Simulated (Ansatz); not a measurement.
# Rb on Ni(100): change of the work function, part 3 of 5

How does one ordered layer of Rb (top site) change the work function of Ni(100), and what dipole does each adsorbate carry?

Ansatz 0.2.0; plane-wave DFT, PBE, Ansatz PAW.

So far, work function, upper face (eV): step 2 (the clean slab) 4.88; step 3 (17 atoms, coverage 0.25 ML, cell 2x2) 1.86.

## 4. Work function against coverage

This step: plane-wave DFT, PBE, Ansatz PAW; work function against coverage (Ansatz 0.2.0).

The runs are now put side by side.

Numbers from this step:

```
work function of the clean face     : 4.883 eV
largest change of the work function : -3.018 eV
```

Table of work function of the covered face by coverage:

| coverage (adsorbates/nm²) | work function of the covered face (eV) |
| --- | --- |
| 0.00 | 4.88 |
| 4.04 | 1.86 |

The dipole per adsorbate comes from the change of the cell's dipole. Coverage, by row:

| coverage (1/nm²) | coverage (ML) | work function (eV) | change (eV) | dipole per adsorbate, positive end outwards (debye) | mean height of the added atoms over the highest substrate atom (Å) |
| --- | --- | --- | --- | --- | --- |
| 4.035 | 0.25 | 1.865 | -3.018 | 1.995 | 2.815 |

## 5. The slab at 0.25 ML, atoms frozen

This step: plane-wave DFT, PBE, Ansatz PAW (Ansatz 0.2.0).

To see where the charge goes, the covered slab, the bare substrate and the adsorbate layer are each run at the same frozen positions and on the same grid.

input.yaml reads:

```yaml
crystal:
  lattice:
    - [4.9780317396, 0.0, 0.0]
    - [0.0, 4.9780317396, 0.0]
    - [0.0, 0.0, 26.8476216066]
  atoms:
    - { symbol: Ni, position: [0.25, 0.25, 0.3352252252], spin: 0.7 }
    - { symbol: Ni, position: [0.0, 0.0, 0.4007803804], spin: 0.7 }
    - { symbol: Ni, position: [0.2521053766, 0.2521053766, 0.4671380289], spin: 0.7 }
    - { symbol: Ni, position: [0.0, 0.0, 0.5277129539], spin: 0.7 }
    - { symbol: Ni, position: [0.25, 0.75, 0.3352252252], spin: 0.7 }
    - { symbol: Ni, position: [0.0, 0.5, 0.4007803804], spin: 0.7 }
    - { symbol: Ni, position: [0.2521053766, 0.7478946234, 0.4671380289], spin: 0.7 }
    - { symbol: Ni, position: [0.0, 0.5, 0.5312040855], spin: 0.7 }
    - { symbol: Ni, position: [0.75, 0.25, 0.3352252252], spin: 0.7 }
    - { symbol: Ni, position: [0.5, 0.0, 0.4007803804], spin: 0.7 }
    - { symbol: Ni, position: [0.7478946234, 0.2521053766, 0.4671380289], spin: 0.7 }
    - { symbol: Ni, position: [0.5, 0.0, 0.5312040855], spin: 0.7 }
    - { symbol: Ni, position: [0.75, 0.75, 0.3352252252], spin: 0.7 }
    - { symbol: Ni, position: [0.5, 0.5, 0.4007803804], spin: 0.7 }
    - { symbol: Ni, position: [0.7478946234, 0.7478946234, 0.4671380289], spin: 0.7 }
    - { symbol: Ni, position: [0.5, 0.5, 0.5324430842], spin: 0.7 }
    - { symbol: Rb, position: [0.0, 0.0, 0.6372859571] }
magnetization:
  spin_polarized: true
kpoints:
  mp_grid: { grid: [6, 6, 1] }
hamiltonian:
  xc: pbe
scf:
  occupations: { method: fermi_dirac, width: 0.1 }
  convergence: { dr2_threshold: 1.0e-08 }
efield:
  axis: 3
  dipole_correction: true
  ramp_position: 0.97
  ramp_width: 0.06
output:
  write_potential: true
  write_density: true
  volumetric_format: npy
```

Launch:

```console
ansatz run input.yaml --threads 4 --pin off --max-ram 12288MiB --backend cpu --events-out ev --progress --plain --runs-dir out
```

Numbers of over 12 decimals in the logs are rounded to 6 here.

The program printed:

```text
[...]
Crystal: 17 atoms, lattice volume = 665.306 Å³
Basis set: ecut = 420 eV, 13061 PW (Γ)
Bands: 185, of which v1, the nominal top of the filled ones, is band 149 counted from 1 (148 counted from 0)
Symmetry: 8 space group operations
k-points: 10 of 36
[...]
Starting moments: Σ|m| = 11.2 μB on 16 of 17 sites
[...]
SCF iter   1: F=—  HF=-96682.752956 eV  |F-HF|=—  |Δ(HF+E_count)|=         —  Δρ=2.58e-2 (↑2.05e-2 ↓2.58e-2)  dr2=2.29e1  dr2_m=2.42e0  M=13.132 μB ∫|m|=13.762 μB  β_m=1.00  ethr=3.10e-3  p=-0.000 e·Å  D=-9.85e-8 V/Å  ΔV_dip=0.00 eV  dr2_dipole=1.06e0  V_vac-E_F(+/−)=7.02/7.02 eV  ⟨swp⟩=11.2  Hψ=19477  notcnv=0  defer=226
[...]
SCF iter  20: F=-96697.389728 eV  HF=-96697.389728 eV  |F-HF|=4.12e-9  |Δ(HF+E_count)|=  8.29e-10  Δρ=4.28e-7 (↑1.08e-7 ↓4.28e-7)  dr2=2.86e-9  dr2_m=2.30e-10  M=10.634 μB ∫|m|=12.185 μB  ethr=2.16e-12  p=0.415 e·Å  D=1.13e-1 V/Å  ΔV_dip=-3.03 eV  dr2_dipole=2.27e-10  V_vac-E_F(+/−)=1.87/4.90 eV  ⟨swp⟩=16.0  Hψ=17525  notcnv=0
SCF 1 converged in 20 iterations: F = -96697.389728 eV  dr2 = 2.86e-9
[...]
SCF converged after 20 iterations
Magnetization: 10.6340 μB (153.8170 up, 143.1830 down)
Absolute magnetization: 12.1961 μB (∫|ρ↑−ρ↓|, with the PAW one-centre terms)
[...]
Per-site moments (μB) at R_I (Å): [(0.764961, 1.026719), (0.698159, 1.026719), (0.682140, 0.992988), (0.627018, 0.992988), (0.764961, 1.026719), (0.692839, 1.026719), (0.682140, 0.992988), (0.697463, 1.015143), (0.764961, 1.026719), (0.692839, 1.026719), (0.682140, 0.992988), (0.697463, 1.015143), (0.764961, 1.026719), (0.685897, 1.026719), (0.682140, 0.992988), (0.723359, 1.020440), (-0.00572609, 1.213482)]
Free energy (F): -96697.389728 eV
[...]
Internal energy: -96696.432928 eV  (E = F + TS)
E sigma→0 (E₀):  -96696.911328 eV
Entropy (-TS):   -0.956801 eV (-56.282 meV/atom)
Fermi energy:    2.945553 eV
Dipole field:    D = 0.112984 V/Å  (p = 0.415409 e·Å, saw-weighted, corrected)
Work function:   Φ+ = 1.8651 eV   Φ− = 4.8985 eV
[...]
--- Band table (eV; the first three rows and the last of 20) ---
  k-point 0 ↑: bands = [... 145 lower, 2.3971, 2.3980, 2.3980, 2.4781, 2.5081, 2.7490, 2.7608, 3.2277, ... 32 higher]
  k-point 1 ↑: bands = [... 145 lower, 2.3595, 2.3701, 2.3889, 2.4110, 2.4269, 2.6089, 2.6264, 2.7078, ... 32 higher]
  k-point 2 ↑: bands = [... 145 lower, 2.2761, 2.3253, 2.3314, 2.3380, 2.3786, 2.4218, 2.4280, 2.4464, ... 32 higher]
  k-point 9 ↓: bands = [... 145 lower, 2.7647, 2.7765, 2.7765, 3.2154, 3.2277, 3.2303, 3.2303, 3.3394, ... 32 higher]
```

Elapsed: 3.5 min, on 4 threads of Arm Neoverse V1, shared host; peak memory 3.9 GiB.

The column dr2 measures how far the density is from self-consistency, as an energy; F and HF (Harris–Foulkes) agree once it is small.

This step gave:

```yaml
work_function_lower_face: 4.899 eV
```

The work function of the upper face is 1.87 eV.

## 6. The substrate of the 0.25 ML cell alone

System of this step: Rb/Ni(100), substrate alone, atoms held. The cell holds 16 atoms: 16 Ni. Cell: a = 4.978 Å, b = 4.978 Å, c = 26.848 Å, α = 90.0°, β = 90.0°, γ = 90.0°. Vacuum lies along c.

The second part, atoms unmoved.

input.yaml, the sections that differ from step 5:

```yaml
crystal:
  lattice:
    - [4.9780317396, 0.0, 0.0]
    - [0.0, 4.9780317396, 0.0]
    - [0.0, 0.0, 26.8476216066]
  atoms:
    - { symbol: Ni, position: [0.25, 0.25, 0.3352252252], spin: 0.76 }
    - { symbol: Ni, position: [0.0, 0.0, 0.4007803804], spin: 0.7 }
    - { symbol: Ni, position: [0.2521053766, 0.2521053766, 0.4671380289], spin: 0.68 }
    - { symbol: Ni, position: [0.0, 0.0, 0.5277129539], spin: 0.63 }
    - { symbol: Ni, position: [0.25, 0.75, 0.3352252252], spin: 0.76 }
    - { symbol: Ni, position: [0.0, 0.5, 0.4007803804], spin: 0.69 }
    - { symbol: Ni, position: [0.2521053766, 0.7478946234, 0.4671380289], spin: 0.68 }
    - { symbol: Ni, position: [0.0, 0.5, 0.5312040855], spin: 0.7 }
    - { symbol: Ni, position: [0.75, 0.25, 0.3352252252], spin: 0.76 }
    - { symbol: Ni, position: [0.5, 0.0, 0.4007803804], spin: 0.69 }
    - { symbol: Ni, position: [0.7478946234, 0.2521053766, 0.4671380289], spin: 0.68 }
    - { symbol: Ni, position: [0.5, 0.0, 0.5312040855], spin: 0.7 }
    - { symbol: Ni, position: [0.75, 0.75, 0.3352252252], spin: 0.76 }
    - { symbol: Ni, position: [0.5, 0.5, 0.4007803804], spin: 0.69 }
    - { symbol: Ni, position: [0.7478946234, 0.7478946234, 0.4671380289], spin: 0.68 }
    - { symbol: Ni, position: [0.5, 0.5, 0.5324430842], spin: 0.72 }
# magnetization, kpoints, hamiltonian, scf, efield, output: as in step 5
```

The program printed:

```text
[...]
Crystal: 16 atoms, lattice volume = 665.306 Å³
Basis set: ecut = 420 eV, 13061 PW (Γ)
Bands: 180, of which v1, the nominal top of the filled ones, is band 144 counted from 1 (143 counted from 0)
Symmetry: 8 space group operations
k-points: 10 of 36
[...]
Starting moments: Σ|m| = 11.28 μB on 16 of 16 sites
[...]
SCF iter   1: F=—  HF=-93413.663073 eV  |F-HF|=—  |Δ(HF+E_count)|=         —  Δρ=2.90e-2 (↑2.10e-2 ↓2.90e-2)  dr2=1.53e1  dr2_m=2.96e0  M=13.703 μB ∫|m|=14.295 μB  β_m=1.00  ethr=3.10e-3  p=-0.000 e·Å  D=-1.04e-7 V/Å  ΔV_dip=0.00 eV  dr2_dipole=3.89e-4  V_vac-E_F(+/−)=7.05/7.05 eV  ⟨swp⟩=11.8  Hψ=18437  notcnv=0  defer=156
[...]
SCF iter  16: F=-93428.981039 eV  HF=-93428.981039 eV  |F-HF|=5.41e-9  |Δ(HF+E_count)|=   2.04e-9  Δρ=8.26e-7 (↑2.73e-7 ↓8.26e-7)  dr2=6.40e-9  dr2_m=7.30e-10  M=10.997 μB ∫|m|=12.483 μB  ethr=1.00e-12  p=0.001 e·Å  D=1.51e-4 V/Å  ΔV_dip=-0.00 eV  dr2_dipole=3.41e-10  V_vac-E_F(+/−)=4.88/4.88 eV  ⟨swp⟩=21.6  Hψ=20274  notcnv=0
SCF 1 converged in 16 iterations: F = -93428.981039 eV  dr2 = 6.40e-9
[...]
SCF converged after 16 iterations
Magnetization: 10.9968 μB (149.4984 up, 138.5016 down)
Absolute magnetization: 12.4940 μB (∫|ρ↑−ρ↓|, with the PAW one-centre terms)
[...]
Per-site moments (μB) at R_I (Å): [(0.763050, 1.026719), (0.698142, 1.026719), (0.697446, 0.992988), (0.752756, 0.992988), (0.763050, 1.026719), (0.693206, 1.026719), (0.697446, 0.992988), (0.760554, 1.015143), (0.763050, 1.026719), (0.693206, 1.026719), (0.697446, 0.992988), (0.760554, 1.015143), (0.763050, 1.026719), (0.687873, 1.026719), (0.697446, 0.992988), (0.760479, 1.020440)]
Free energy (F): -93428.981039 eV
[...]
Internal energy: -93428.017319 eV  (E = F + TS)
E sigma→0 (E₀):  -93428.499179 eV
Entropy (-TS):   -0.963720 eV (-60.232 meV/atom)
Fermi energy:    1.207957 eV
Dipole field:    D = 0.000137 V/Å  (p = 0.000504 e·Å, saw-weighted, corrected)
Work function:   Φ+ = 4.8799 eV   Φ− = 4.8836 eV
[...]
--- Band table (eV; the first three rows and the last of 20) ---
  k-point 0 ↑: bands = [... 140 lower, 0.6345, 0.6507, 0.6507, 0.7285, 0.7656, 0.9784, 1.0127, 1.3158, ... 32 higher]
  k-point 1 ↑: bands = [... 140 lower, 0.5951, 0.6049, 0.6203, 0.6465, 0.6751, 0.6751, 0.8489, 0.8721, ... 32 higher]
  k-point 2 ↑: bands = [... 140 lower, 0.5257, 0.5343, 0.5794, 0.5850, 0.5910, 0.6272, 0.6721, 0.6844, ... 32 higher]
  k-point 9 ↓: bands = [... 140 lower, 1.0332, 1.0347, 1.0547, 1.0547, 1.4844, 1.4944, 1.5070, 1.5070, ... 32 higher]
```

Run time: 2.9 min. Hardware: 4 threads; peak memory 3.8 GiB; 11 min of CPU time.

Numbers from this step:

- energy at zero smearing: -93428.4992 eV
- total moment: 11.00 μB
- work function, upper face: 4.880 eV
- dipole along the normal: 5.04e-4 e·Å

Site moment by atom:

| atom | site moment (μB) |
| --- | --- |
| Ni1 | 0.763 |
| Ni2 | 0.698 |
| Ni3 | 0.697 |
| Ni4 | 0.753 |
| Ni5 | 0.763 |
| Ni6 | 0.693 |
| Ni7 | 0.697 |
| Ni8 | 0.761 |
| Ni9 | 0.763 |
| Ni10 | 0.693 |
| Ni11 | 0.697 |
| Ni12 | 0.761 |
| Ni13 | 0.763 |
| Ni14 | 0.688 |
| Ni15 | 0.697 |
| Ni16 | 0.760 |

The work function of the upper face is 4.88 eV.

## 7. The adsorbate layer of the 0.25 ML cell alone

System of this step: Rb/Ni(100), adsorbate layer alone, atoms held. The cell holds 1 atom: 1 Rb. Its edges and angles: a = 4.978 Å, b = 4.978 Å, c = 26.848 Å, α = 90.0°, β = 90.0°, γ = 90.0°. Vacuum lies along c.

The third part; a free layer of atoms may carry a moment, so spin is on.

input.yaml, the sections that differ from step 6:

```yaml
crystal:
  lattice:
    - [4.9780317396, 0.0, 0.0]
    - [0.0, 4.9780317396, 0.0]
    - [0.0, 0.0, 26.8476216066]
  atoms:
    - { symbol: Rb, position: [0.0, 0.0, 0.6372859571], spin: 1.0 }
# magnetization, kpoints, hamiltonian, scf, efield, output: as in step 6
```

The program printed:

```text
[...]
Crystal: 1 atoms, lattice volume = 665.306 Å³
Basis set: ecut = 420 eV, 13061 PW (Γ)
Bands: 9, of which v1, the nominal top of the filled ones, is band 5 counted from 1 (4 counted from 0)
Symmetry: 8 space group operations
k-points: 10 of 36
[...]
Starting moments: Σ|m| = 1 μB on 1 of 1 site
[...]
SCF iter   1: F=—  HF=-3266.926780 eV  |F-HF|=—  |Δ(HF+E_count)|=         —  Δρ=6.66e-3 (↑6.66e-3 ↓5.95e-3)  dr2=3.61e-2  dr2_m=2.41e-1  M=0.084 μB ∫|m|=0.091 μB  β_m=0.30  ethr=3.32e-4  p=0.000 e·Å  D=4.99e-9 V/Å  ΔV_dip=-0.00 eV  dr2_dipole=6.74e-11  V_vac-E_F(+/−)=2.56/2.56 eV  ⟨swp⟩=1.2  Hψ=2179  notcnv=0
[...]
eigensolver tolerance schedule calibrated: the retry pair's looser diagonalisation under-reported the residual by θ = 0.17 (0.18/decade); ethr = c·dr2/N_el runs at the constant in force after the calibration composes with the one it found (an armed cap, an earlier calibration), c = 3.1e-2
[...]
SCF iter   2: F=—  HF=-3267.009844 eV  |F-HF|=—  |Δ(HF+E_count)|=   8.31e-2  Δρ=4.67e-3 (↑4.67e-3 ↓4.30e-3)  dr2=2.21e-2  dr2_m=1.22e-1  M=0.068 μB ∫|m|=0.073 μB  β_m=0.30  ethr=1.26e-4  p=-0.000 e·Å  D=-1.97e-7 V/Å  ΔV_dip=0.00 eV  dr2_dipole=1.20e-10  V_vac-E_F(+/−)=2.55/2.55 eV  ⟨swp⟩=2.1  Hψ=229  notcnv=0  κ⁻¹=1.0e0(r=1)
[...]
spin=Collinear: Resta preconditioning applied to the charge; magnetization (m = ρ↑ − ρ↓) channel mixes plain (no charge-response kernel on spin).
SCF iter   3: F=—  HF=-3267.053914 eV  |F-HF|=—  |Δ(HF+E_count)|=   4.41e-2  Δρ=3.31e-3 (↑3.04e-3 ↓3.31e-3)  dr2=3.76e-3  dr2_m=6.13e-2  M=0.054 μB ∫|m|=0.058 μB  β_m=0.30  ethr=7.74e-5  p=-0.000 e·Å  D=-3.64e-6 V/Å  ΔV_dip=0.00 eV  dr2_dipole=2.08e-10  V_vac-E_F(+/−)=2.48/2.48 eV  ⟨swp⟩=3.0  Hψ=347  notcnv=0  κ⁻¹=7.1e-3(r=2)
[...]
SCF iter   8: F=—  HF=-3267.095733 eV  |F-HF|=—  |Δ(HF+E_count)|=   1.38e-3  Δρ=5.78e-4 (↑5.78e-4 ↓5.78e-4)  dr2=2.12e-8  dr2_m=2.04e-3  M=0.021 μB ∫|m|=0.021 μB  β_m=0.37  ethr=1.16e-9  p=0.000 e·Å  D=8.78e-7 V/Å  ΔV_dip=-0.00 eV  dr2_dipole=1.64e-11  V_vac-E_F(+/−)=2.40/2.40 eV  ⟨swp⟩=3.0  Hψ=374  notcnv=0
[...]
spin-set hold released at iteration 8 (site moments contracting): the magnetisation degrees of freedom join the quasi-Newton model from the next iteration; the mixer history was flushed
SCF iter   9: F=—  HF=-3267.096564 eV  |F-HF|=—  |Δ(HF+E_count)|=   8.31e-4  Δρ=3.76e-4 (↑3.76e-4 ↓3.76e-4)  dr2=1.10e-8  dr2_m=8.63e-4  M=0.017 μB ∫|m|=0.017 μB  β_m=0.67  ethr=3.50e-11  p=0.000 e·Å  D=1.55e-6 V/Å  ΔV_dip=-0.00 eV  dr2_dipole=4.34e-15  V_vac-E_F(+/−)=2.40/2.40 eV  ⟨swp⟩=9.1  Hψ=1245  notcnv=0  κ⁻¹=1.0e0(r=1)
density mixer auto → broyden: gapped, with many states about μ (density of states about μ 0.79 of a free-electron gas's, 22 screened modes)
SCF iter  10: F=—  HF=-3267.097219 eV  |F-HF|=—  |Δ(HF+E_count)|=   6.54e-4  Δρ=1.14e-5 (↑1.14e-5 ↓1.13e-5)  dr2=1.38e-9  dr2_m=7.90e-7  M=0.006 μB ∫|m|=0.006 μB  β_m=0.63  ethr=3.50e-11  p=0.000 e·Å  D=1.59e-6 V/Å  ΔV_dip=-0.00 eV  dr2_dipole=6.20e-14  V_vac-E_F(+/−)=2.40/2.40 eV  ⟨swp⟩=8.1  Hψ=1062  notcnv=0  κ⁻¹=1.1e-4(r=2)
[...]
SCF iter  15: F=-3267.097237 eV  HF=-3267.097237 eV  |F-HF|=3.27e-11  |Δ(HF+E_count)|=  5.12e-10  Δρ=1.12e-8 (↑1.12e-8 ↓9.36e-9)  dr2=2.76e-13  dr2_m=6.30e-13  M=-0.000 μB ∫|m|=0.000 μB  ethr=1.00e-12  p=0.000 e·Å  D=1.54e-6 V/Å  ΔV_dip=-0.00 eV  dr2_dipole=4.71e-17  V_vac-E_F(+/−)=2.40/2.40 eV  ⟨swp⟩=2.5  Hψ=320  notcnv=0
SCF 1 converged in 15 iterations: F = -3267.097237 eV  dr2 = 2.76e-13
[...]
WARN: the starting moments were not kept: the SCF closed with an absolute magnetisation of 3.0e-6 μB, where they sum to 1 μB in size (1 site). That is at most 0.1 of that sum. Measured as dr2_m measures the in/out step, that magnetisation stands 4.6e-13 eV from none, at or under the dr2_threshold of 1.0e-8 eV: it is no larger than a step whose dr2_m would equal this threshold. The system may hold no moment; this SCF  [...]
[...]
this state was not tested for a lower state beside it, because the mixer in use, unlike msr1, does not test its closes by its own steps (another_mixer; see scf.mixing.algorithm and scf.lower_state_search)
SCF converged after 15 iterations
Magnetization: -0.0000 μB (4.5000 up, 4.5000 down)
Absolute magnetization: 0.0000 μB (∫|ρ↑−ρ↓|, with the PAW one-centre terms)
[...]
Per-site moments (μB) at R_I (Å): [(-5.237781175196361e-7, 2.053438092585)]
Free energy (F): -3267.097237 eV
[...]
Internal energy: -3267.060855 eV  (E = F + TS)
E sigma→0 (E₀):  -3267.079046 eV
Entropy (-TS):   -0.036382 eV (-36.382 meV/atom)
Fermi energy:    -1.762836 eV
Dipole field:    D = 0.000002 V/Å  (p = 0.000006 e·Å, saw-weighted, corrected)
Work function:   Φ+ = 2.3999 eV   Φ− = 2.4000 eV
[...]
--- Band table (eV; the first three rows and the last of 20) ---
[...]
```

It took 7.3 s on 4 threads; peak memory 0.77 GiB; 28 s of CPU time.

Numbers from this step:

| Item | Value |
| --- | --- |
| energy at zero smearing | -3267.0790 eV |
| work function, upper face | 2.400 eV |
| dipole along the normal | 5.65e-6 e·Å |

At this spacing and smearing the free layer keeps no moment.

## 8. Where the charge went at 0.25 ML

This step: plane-wave DFT, PBE, Ansatz PAW; density difference on adsorption (Ansatz 0.2.0).

The densities of the parts are taken from that of the whole and averaged over planes; the first moment of what is left gives the step in the potential.

This step gave:

```
largest charge moved                 : 0.009477 e/Å²
potential step from the moved charge : -3.030 eV
```

Planar mean, whole system less its parts. Electron density difference against z:

z (Å), electron density difference (e/Å³) and a bar from the least value:
```
        5     0.0000 #########
        6     0.0000 #########
        7     0.0000 #########
        8     0.0000 #########
        9     0.0000 #########
       10     0.0000 #########
       11     0.0000 #########
       12    -0.0002 #########
       13    -0.0001 #########
       14    -0.0028 ###
       15     0.0097 ##############################
       16     0.0035 #################
       17    -0.0044 
       18    -0.0018 #####
       19    -0.0017 ######
       20    -0.0003 #########
       21     0.0001 #########
       22     0.0001 #########
       23     0.0000 #########
       24     0.0000 #########
       25     0.0000 #########
       26     0.0000 #########
```

Planar mean, whole system less its parts. The electrons moved below z by z:

z (Å), electrons moved below z (e/Å²) and a bar from the least value:
```
        5    0.00000 ####
        6    0.00000 ####
        7    0.00002 ####
        8    0.00006 ####
        9    0.00001 ####
       10   -0.00003 ####
       11   -0.00002 ####
       12   -0.00005 ####
       13   -0.00013 ####
       14   -0.00151 
       15   -0.00007 ####
       16    0.00935 ##############################
       17    0.00578 ####################
       18    0.00275 ############
       19    0.00074 ######
       20   -0.00009 ####
       21   -0.00012 ####
       22   -0.00005 ####
       23   -0.00002 ####
       24    0.00000 ####
       25    0.00000 ####
       26    0.00000 ####
```

(Continued in part 4 of 5.)

[Logs are printed without paths, hosts, clocks, repeated set-up lines and the standing remarks that a program may print on its own settings, such as how far it seeks lower states.]

[Hosts, paths, dates, database ids (printed as entryN), source tags and the programs' standing remarks are cut or masked in the printed files.]

[Maps of the electrostatic potential energy from Ansatz leave out the sawtooth potential of an applied field or a dipole correction, so their vacuum need not be flat; planar profiles and work functions include it.]
